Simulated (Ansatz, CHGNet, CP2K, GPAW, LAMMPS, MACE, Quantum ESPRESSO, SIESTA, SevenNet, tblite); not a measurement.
# From one method to another: forces in glassy 55SiO2-25B2O3-10CaO-10K2O (mol %) (68 atoms)

68 atoms (11 Si, 10 B, 2 Ca, 4 K, 41 O) placed at random at 2.27 g/cm³, melted at 3000 K for 20 ps at fixed volume with the Buckingham and Coulomb pair potential of Guillot and Sator (Geochim. Cosmochim. Acta 71, 1249 (2007)) with the boron terms of Wang et al. (J. Non-Cryst. Solids 498, 294 (2018)). Quenched from 3000 K to 300 K at 20 K/ps and fixed volume, held 10 ps at zero pressure, then minimised at fixed cell.

Two calculations on one geometry. First: GFN1-xTB tight binding, diagonalisation; levels smeared at 580 K; periodic xTB differs between programs (tblite 0.8.0; Γ point). Second: Kohn-Sham DFT, PBE, SSSP efficiency 1.3.0 pseudopotentials, plane waves; sssp-1.3.0-efficiency; 60/480 Ry; levels smeared at 580 K (Quantum ESPRESSO 7.5; sssp-pbe-1.3.0-efficiency, cutoffs 60/480 Ry, Γ point).

Cell vectors (Å):

```
9.642 0.000 0.000
0.000 9.642 0.000
0.000 0.000 9.642
```

Atom, position (Å) and force of the first calculation (eV/Å):

```
1 Si 5.224 4.626 4.673 -0.197 -0.920 -0.565
2 Si 7.032 7.914 6.410 0.711 0.552 -0.554
3 Si 1.404 1.451 7.467 -1.334 -0.618 0.364
4 Si 0.803 5.908 6.431 -0.491 0.160 -0.900
5 Si 7.255 4.352 8.878 1.932 0.269 -0.989
6 Si 2.187 1.985 4.519 0.304 1.312 -0.687
7 Si 6.912 2.279 1.709 0.077 0.234 0.349
8 Si 8.779 1.623 4.188 -0.739 -0.370 1.604
9 Si 7.558 8.932 1.624 0.107 -1.351 -0.128
10 Si 5.113 5.951 7.635 -0.437 0.008 0.138
11 Si 0.504 6.447 2.667 -0.935 -0.718 -0.769
12 B 1.800 1.392 0.594 -1.454 2.139 1.430
13 B 2.404 5.002 4.189 -0.601 -0.456 1.295
14 B 6.611 9.363 4.145 0.370 1.436 -0.377
15 B 9.499 8.453 7.510 -0.217 -1.354 1.539
16 B 0.838 9.064 2.031 -1.615 0.632 -0.520
17 B 8.709 6.870 0.058 0.819 1.094 -1.966
18 B 4.923 1.998 3.570 1.031 -1.119 0.661
19 B 8.934 3.383 6.663 0.251 0.521 -0.912
20 B 7.717 5.934 4.376 0.421 0.891 0.365
21 B 2.584 5.714 8.678 -1.194 -1.681 1.079
22 Ca 0.431 4.232 0.003 0.668 0.190 -0.104
23 Ca 3.221 3.706 2.059 -0.826 0.231 -0.631
24 K 4.470 9.223 9.273 -0.445 1.248 -1.035
25 K 4.403 7.110 1.825 0.291 -2.833 2.258
26 K 3.171 8.435 5.071 -0.937 -0.020 0.167
27 K 5.827 1.495 7.091 1.430 1.373 -1.479
28 O 0.361 7.467 6.533 0.747 -0.532 -0.638
29 O 5.722 0.821 3.788 -1.181 -0.217 -0.127
30 O 7.336 3.345 0.528 -0.454 -0.541 0.653
31 O 7.780 3.564 7.558 -0.822 -0.351 0.426
32 O 8.627 2.541 5.522 -0.499 -0.123 -0.376
33 O 1.986 5.834 5.298 0.367 0.572 -0.090
34 O 0.758 1.367 4.011 0.343 -0.266 -0.339
35 O 1.663 5.365 2.981 0.271 -0.083 -1.030
36 O 2.224 1.518 8.909 1.198 -0.321 0.372
37 O 6.021 7.287 7.536 -0.918 0.243 0.847
38 O 2.327 1.538 6.104 1.089 -0.482 0.392
39 O 9.391 4.693 6.195 0.351 0.405 0.260
40 O 5.144 3.005 4.609 0.470 0.608 1.057
41 O 5.730 4.876 8.688 -1.104 -0.092 0.434
42 O 3.482 1.679 3.545 -0.444 -0.925 -0.468
43 O 1.469 5.504 7.885 1.206 -0.332 2.155
44 O 2.138 3.604 4.494 -0.094 -0.270 -0.251
45 O 3.862 5.139 3.906 0.425 0.863 -1.252
46 O 7.590 7.632 0.648 -1.404 0.711 0.470
47 O 3.647 6.431 8.143 0.208 0.778 0.118
48 O 9.611 6.384 1.128 0.761 -0.982 0.477
49 O 5.084 5.203 6.193 -0.267 -0.022 0.365
50 O 9.453 7.763 8.817 0.764 0.109 0.700
51 O 2.717 5.068 0.245 0.059 0.259 -0.523
52 O 1.195 7.943 2.777 1.085 1.488 -0.037
53 O 1.366 2.522 1.258 1.190 -0.552 -1.127
54 O 8.124 8.824 7.149 -1.077 0.300 -0.462
55 O 8.209 5.664 9.024 -0.203 -1.025 0.387
56 O 7.952 0.242 4.435 0.688 0.361 0.479
57 O 0.694 0.000 7.525 0.424 0.505 -0.121
58 O 0.377 2.726 7.466 0.493 -0.372 1.011
59 O 6.093 8.686 5.324 -1.335 0.096 0.603
60 O 7.568 6.639 5.568 0.498 -0.634 -1.310
61 O 6.894 0.723 1.119 -0.449 0.176 -1.073
62 O 1.737 0.154 1.246 0.791 -1.266 0.221
63 O 8.041 2.314 2.890 -0.129 0.704 -0.722
64 O 6.618 5.155 3.995 0.631 0.509 -0.043
65 O 6.751 8.477 2.976 -0.694 -0.729 -0.519
66 O 8.845 6.154 3.598 -1.067 -0.343 0.750
67 O 9.117 9.318 1.908 1.712 -0.013 0.045
68 O 5.384 2.600 2.270 -0.620 0.935 -1.349
```

**Question.** What forces does the second calculation give?

Atom and force (eV/Å):

```
1 0.161 -0.737 0.696
2 1.599 -0.360 -1.353
3 -2.976 -1.066 -0.250
4 -0.749 0.131 -0.409
5 0.795 1.025 -1.220
6 -0.608 2.255 0.088
7 0.519 -0.943 1.675
8 -1.472 -0.347 1.569
9 1.438 -0.987 0.847
10 0.485 -0.620 -1.156
11 -1.773 0.160 -0.516
12 -2.325 1.445 1.482
13 -1.368 -0.320 2.457
14 0.623 2.120 -0.589
15 -0.441 -1.630 1.480
16 -2.206 0.267 -1.083
17 0.715 2.606 -1.338
18 2.111 -1.845 1.377
19 1.082 0.167 -1.289
20 0.143 1.526 0.949
21 -0.360 -1.684 0.704
22 0.800 -0.057 -0.122
23 -0.691 -0.270 -0.726
24 -0.176 0.039 -0.100
25 0.214 -0.546 0.510
26 -0.325 -0.220 0.146
27 0.842 0.511 -1.030
28 0.948 -0.522 -1.065
29 -1.408 0.229 0.060
30 -0.154 -0.200 0.263
31 -1.172 -0.547 0.799
32 -0.604 0.084 -0.088
33 0.684 0.781 -0.292
34 0.798 -0.543 -0.528
35 0.613 -0.192 -1.029
36 1.663 -0.376 -0.217
37 -1.191 0.481 0.999
38 1.473 -0.662 0.191
39 0.009 0.442 0.022
40 0.289 0.656 1.108
41 -0.777 -0.355 0.589
42 -1.097 -0.880 -0.429
43 1.083 -0.351 1.825
44 -0.095 -0.213 -0.513
45 0.495 1.216 -1.551
46 -1.934 0.569 0.463
47 0.496 1.146 -0.016
48 0.974 -1.417 0.523
49 -0.292 -0.141 0.282
50 0.433 -0.318 0.834
51 -0.198 0.689 -0.787
52 1.408 0.927 0.241
53 1.175 -0.688 -0.912
54 -1.267 0.480 -0.374
55 -0.153 -1.412 0.168
56 0.910 0.179 0.269
57 0.833 0.689 -0.203
58 0.719 -0.045 1.323
59 -1.277 0.203 0.784
60 0.345 -0.888 -0.938
61 -0.724 0.217 -1.372
62 0.945 -0.901 0.079
63 0.102 0.990 -0.995
64 0.236 0.075 -0.682
65 -0.777 -0.869 -0.733
66 -0.698 -0.429 0.520
67 1.705 0.387 0.077
68 -0.576 0.889 -1.493
```

The two sets differ by 529 meV/Å r.m.s., 55 % of the r.m.s. force of the Quantum ESPRESSO run. Periodic xTB results under one method name differ between programs and library versions. The network of bonds at the start is that of the classical potential that made the cell, and needn't be the one that DFT or experiment would give. The electronic-structure runs sample only Γ, in a cell whose shortest periodic width is 10 Å.

[Logs are printed without paths, hosts, clocks, repeated set-up lines and the standing remarks that a program may print on its own settings, such as how far it seeks lower states.]

[Hosts, paths, dates, database ids (printed as entryN), source tags and the programs' standing remarks are cut or masked in the printed files.]
